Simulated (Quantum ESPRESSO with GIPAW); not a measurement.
## 127I and 63Cu NMR of CuI (Marshite), calculated

Wanted: NMR shieldings for each site of CuI (Marshite).

Method: DFT, PBEsol, plane-wave PAW (pslibrary 1.0.0 recipes), scalar-relativistic, GIPAW; a patched development version of the program, in Quantum ESPRESSO with GIPAW 8.0dev (patched build).

The database entry behind the starting cell differs from later determinations by our own check (about 0.15 % long (mineral sample)), so it need not match the best structure at ambient conditions.

### 1. The structure

Symmetry: F-43m, No. 216, cubic system. Conventional cell: a = 6.063 Å, b = 6.063 Å, c = 6.063 Å, α = 90.00°, β = 90.00°, γ = 90.00°. I has 4 Cu at 2.63 Å nearest. Nearest to Cu lie 4 I at 2.63 Å. Farther neighbours and most contacts between anions are not listed.

The cell is an entry of the Crystallography Open Database; it need not be the form that is stable at ambient conditions.

### 2. Self-consistent run

GIPAW is a response on top of the ground state, so the wavefunctions come first. Their errors pass straight into the induced current, hence the tight threshold. No empty states are asked for: the response is solved without them. The mesh has a spacing of 0.15 Å⁻¹ at most. The PAW files were made with ld1.x from the pslibrary 1.0.0 recipes, with GIPAW reconstruction switched on.

Contents of scf.in:

```
&control
  calculation = 'scf'
  prefix = 'x'
  outdir = './tmp/'
  pseudo_dir = './'
/
&system
  ibrav = 0
  nat = 2
  ntyp = 2
  ecutwfc = 55
  ecutrho = 330
  nbnd = 9
/
&electrons
  conv_thr = 1.0d-10
  mixing_beta = 0.7
  electron_maxstep = 100
/
ATOMIC_SPECIES
  I 126.904 I.pbesol-n-kjpaw_psl.1.0.0-gipaw.UPF
  Cu 63.546 Cu.pbesol-dn-kjpaw_psl.1.0.0-gipaw.UPF
CELL_PARAMETERS angstrom
  0.00000000 3.03150000 3.03150000
  3.03150000 0.00000000 3.03150000
  3.03150000 3.03150000 0.00000000
ATOMIC_POSITIONS crystal
  I 0.00000000 0.00000000 0.00000000
  Cu 0.25000000 0.25000000 0.25000000
K_POINTS automatic
  12 12 12 0 0 0
```

The run is started by

```bash
mpirun -np 4 pw.x -nk 4 -in scf.in > scf.out
```

Output:

```text
[...]
as large as its charge; the limit is 4.5
     Functions over the limit replaced by smooth ones with the moment of the charge, as mend_augmentation asks: 1
     This moves results (see INPUT_PW). Waves and levels in the save fit builds from 8.0dev_s219 on
     using ibrav=0 with symmetry is DISCOURAGED, use correct ibrav instead

     bravais-lattice index     =            0
     lattice parameter (alat)  =       8.1016  a.u.
     unit-cell volume          =     376.0099 (a.u.)^3
     number of atoms/cell      =            2
     number of atomic types    =            2
     number of electrons       =        18.00
     number of Kohn-Sham states=            9
     kinetic-energy cutoff     =      55.0000  Ry
     charge density cutoff     =     330.0000  Ry
     scf convergence threshold =      1.0E-10
     mixing beta               =       0.7000
     number of iterations used =            8  plain     mixing
     Exchange-correlation= SLA-PW-PSX-PSC
                           (   1   4  10   8   0   0   0)
[...]
I                 7.00   126.90400     I ( 1.00)
     Cu               11.00    63.54600     Cu( 1.00)

     24 Sym. Ops. (no inversion) found
[...]
number of k points=    72
[...]
Dense  grid:    38157 G-vectors     FFT dimensions: (  48,  48,  48)

     Smooth grid:    20827 G-vectors     FFT dimensions: (  40,  40,  40)

     Initial potential from superposition of free atoms

     starting charge      17.9997, renormalised to      18.0000
     Starting wfcs are   13 randomized atomic wfcs

     Self-consistent Calculation

     iteration #  1     ecut=    55.00 Ry     beta= 0.70
     Davidson diagonalization with overlap
     ethr =  1.00E-02,  avg # of iterations =  1.0

     Threshold (ethr) on eigenvalues was too large:
     Diagonalizing with lowered threshold

     Davidson diagonalization with overlap
     ethr =  2.74E-04,  avg # of iterations =  3.2

     total energy              =    -583.33208059 Ry
     estimated scf accuracy    <       0.03176940 Ry

     iteration #  2     ecut=    55.00 Ry     beta= 0.70
     Davidson diagonalization with overlap
     ethr =  1.76E-04,  avg # of iterations =  4.8

     total energy              =    -583.32036434 Ry
     estimated scf accuracy    <       0.20942727 Ry

     iteration #  3     ecut=    55.00 Ry     beta= 0.70
[...]
total energy              =    -583.35119249 Ry
     estimated scf accuracy    <       0.00079347 Ry

[...]
total energy              =    -583.35237586 Ry
[...]
iteration # 15     ecut=    55.00 Ry     beta= 0.70
     Davidson diagonalization with overlap
     ethr =  7.21E-12,  avg # of iterations =  2.6

     total energy              =    -583.35237586 Ry
     estimated scf accuracy    <          1.0E-10 Ry

     iteration # 16     ecut=    55.00 Ry     beta= 0.70
     Davidson diagonalization with overlap
     ethr =  5.67E-13,  avg # of iterations =  5.2

     End of self-consistent calculation
     [one-electron energies left out]

!    total energy              =    -583.35237586 Ry
     total all-electron energy =    -17534.291203 Ry
     estimated scf accuracy    <          6.7E-11 Ry

     The total energy is the sum of the following terms:
     one-electron contribution =     -68.81595290 Ry
     hartree contribution      =      52.25302350 Ry
     xc contribution           =     -59.87654605 Ry
     ewald contribution        =     -78.80705429 Ry
     one-center paw contrib.   =    -428.10584612 Ry

     convergence has been achieved in  16 iterations
[...]
JOB DONE.
```

Elapsed: 23 s, on 4 MPI ranks of Arm Neoverse V1, shared host; peak memory 0.45 GiB; 92 s of CPU time.

It converged in 16 cycles to an estimated accuracy of 7e-11 Ry, on 72 irreducible k-points.

### 3. Shieldings

A uniform field breaks periodicity, so gipaw.x applies it as a wave of small q and takes the limit. It solves for the first-order states, builds the induced current and gets the field at each nucleus by Biot–Savart; the PAW spheres add what the smooth waves miss near the nuclei. pawproj makes the reconstruction use the PAW data sets' own projectors.

Contents of nmr.in:

```
&inputgipaw
  job = 'nmr'
  prefix = 'x'
  tmp_dir = './tmp/'
  restart_mode = 'from_scratch'
  verbosity = 'low'
  q_gipaw = 0.01
  spline_ps = .true.
  conv_threshold = 1.0d-11
  use_nmr_macroscopic_shape = .false.
  pawproj(1) = .true.
  pawproj(2) = .true.
/
```

The run is started by

```bash
mpirun -np 4 gipaw.x -in nmr.in > nmr.out
```

Output:

```text
[banner, memory and clock lines left out]
[a note of our patched build left out]

     Parallelizing q-star over 1 images

     IMPORTANT: XC functional enforced from input :
     Exchange-correlation= PBESOL
                           (   1   4  10   8   0   0   0)
     Any further DFT definition will be discarded
     Please, verify this is what you really want

     In I.pbesol-n-kjpaw_psl.1.0.0-gipaw.UPF the largest augmentation function (projectors 1 and 4, L = 1) is 6.5 times
     as large as its charge; the limit is 4.5
     Functions over the limit replaced by smooth ones with the moment of the charge, as in the saved run: 1

[...]
alpha_pv=     28.1507 eV

     spline_ps is .false., expect some extrapolation errors

     q-space interpolation up to    66.00 Rydberg

     GIPAW job: nmr
     NMR macroscopic correction: no
[...]
Computing the magnetic susceptibility     isolve=0    ethr=  0.1000E-10
     Starting from scratch
     k-point #    1 of    72      pool #  1    cpu time:       0.8
[...]
End of magnetic susceptibility calculation

     f-sum rule (1st term):
           -12.7133          0.0000         -0.0000
             0.0000        -12.7133          0.0000
            -0.0000         -0.0000        -12.7133

     f-sum rule (2nd term):
            -0.0180         -0.0000          0.0000
             0.0000         -0.0180          0.0000
            -0.0000          0.0000         -0.0180

     f-sum rule (should be   -12.7299):
           -12.7313          0.0000         -0.0000
             0.0000        -12.7313          0.0000
            -0.0000         -0.0000        -12.7313

[... susceptibilities left out ...]
     Contributions to the NMR chemical shifts: -------------------------------

     Macroscopic shape contribution in ppm:                    0.00
             0.0000          0.0000          0.0000
             0.0000          0.0000          0.0000
             0.0000          0.0000          0.0000

     Core contribution in ppm:

     Atom  1  I   pos: (  0.000000  0.000000  0.000000)  core sigma:        5695.55
     Atom  2  Cu  pos: (  0.353553  0.353553  0.353553)  core sigma:        2187.60

     Bare contribution in ppm:

     Atom  1  I   pos: (  0.000000  0.000000  0.000000)  bare sigma:          42.81
[...]
Atom  2  Cu  pos: (  0.353553  0.353553  0.353553)  bare sigma:           2.65
[...]
Diamagnetic contribution in ppm:

     Atom  1  I   pos: (  0.000000  0.000000  0.000000)  dia sigma:          -1.84
[...]
Atom  2  Cu  pos: (  0.353553  0.353553  0.353553)  dia sigma:         188.58
[...]
Paramagnetic contribution in ppm:

     Atom  1  I   pos: (  0.000000  0.000000  0.000000)  para sigma:       -2286.45
[...]
Atom  2  Cu  pos: (  0.353553  0.353553  0.353553)  para sigma:         584.26
[...]
Paramagnetic US occ-occ contribution in ppm:

     Atom  1  I   pos: (  0.000000  0.000000  0.000000)  para_oo sigma:           4.14
[...]
Atom  2  Cu  pos: (  0.353553  0.353553  0.353553)  para_oo sigma:           0.52
[...]
Paramagnetic US L_R Q_R contribution in ppm:

     Atom  1  I   pos: (  0.000000  0.000000  0.000000)  para_lq sigma:         930.79
[...]
Atom  2  Cu  pos: (  0.353553  0.353553  0.353553)  para_lq sigma:       -2608.05
[...]
Total NMR chemical shifts in ppm: ---------------------------------------
     (adopting the Simpson convention for anisotropy and asymmetry)-----------

     Atom  1  I   pos: (  0.000000  0.000000  0.000000)  Total sigma:        4385.00
          4384.9957         -0.0000         -0.0000
            -0.0000       4384.9957         -0.0000
            -0.0000         -0.0000       4384.9957

     I       1    anisotropy:      0.00    eta:    0.0000
[...]
Atom  2  Cu  pos: (  0.353553  0.353553  0.353553)  Total sigma:         355.55
           355.5516          0.0000          0.0000
             0.0000        355.5516          0.0000
             0.0000          0.0000        355.5516

     Cu      2    anisotropy:      0.00    eta:    0.0000
[...]
```

Elapsed: 3.6 min, on 4 MPI ranks; peak memory 0.3 GiB; 14 min of CPU time.

The f-sum rule is met to 0.0014 of 12.7 (0.01 %). Converged shieldings require that this miss be small, but a small miss does not prove them. This build smooths some augmentation functions of the files as it reads them, which, it says, moves results; by how much was not measured here.

From the symmetric part of each tensor, with principal values σ11 ≤ σ22 ≤ σ33: σ_iso is their mean, the span is σ33 − σ11 and the skew 3(σ_iso − σ22)/span. (gipaw.x prints an anisotropy in another convention.)

| site | atom no. | atoms in cell | σ_iso (ppm) | span (ppm) | skew |
| --- | --- | --- | --- | --- | --- |
| I | 1 | 1 | 4385 | 0 | - |
| Cu | 2 | 1 | 356 | 0 | - |

The macroscopic shape term is switched off. For a spherical sample the valence susceptibility of this run would add about 10 ppm to every site, a rough estimate, since the susceptibility converges slowly and lacks part of the PAW terms. Differences within the crystal don't depend on it, but shieldings of different compounds can't be compared to better than a few ppm without it.

I and Cu sit on cubic site symmetry, where the tensor must be isotropic.

### 4. From shieldings to shifts

Covalently bonded atoms count as neighbours within 1.18 times the sum of their radii. Otherwise a cation's neighbours lie within 1.2 times its shortest bond (1.3 for large cations, each anion's radius taken off where they differ), and an anion's are the cations that count it.

| site | atom no. | atoms in cell | surroundings | bonds (Å) | σ_iso (ppm) |
| --- | --- | --- | --- | --- | --- |
| I | 1 | 1 | bound to Cu4 | 2.625 | 4385 |
| Cu | 2 | 1 | CuI4 | 2.625 | 356 |

### 5. Summary of results

| Quantity | Value |
| --- | --- |
| 127I shielding without shape term | 4385 ppm |
| 63Cu shielding without shape term | 356 ppm |

In words: 127I has one site (bound to Cu4), with isotropic shielding 4385 ppm (shape term left out). A shift needs a reference, δ = σ_ref − σ, fixed on measured compounds; for 127I of this kind at this level too few were at hand, or they scattered too widely about a line, so none is given. No sound run at another cutoff or mesh is at hand, so convergence rests on the f-sum rule and on experience with these files. Spin-orbit coupling is missing, which matters for I. The scalar-relativistic files are used with non-relativistic response operators, which weighs most on the heavy atoms' own shieldings. This build of gipaw.x prints that it is not audited and that its numbers are no references by themselves. It also reports spline_ps as false although the input sets it; why was not traced.

[Banner, clock, file and message-heading lines were taken out of the pw.x and gipaw.x logs.]

[Logs are printed without paths, hosts, clocks, repeated set-up lines and the standing remarks that a program may print on its own settings, such as how far it seeks lower states.]

[Hosts, paths, dates, database ids (printed as entryN), source tags and the programs' standing remarks are cut or masked in the printed files.]

[Where no reference line passes its bar on scatter, no shift is given, so a measured shift of this compound may stand uncompared.]
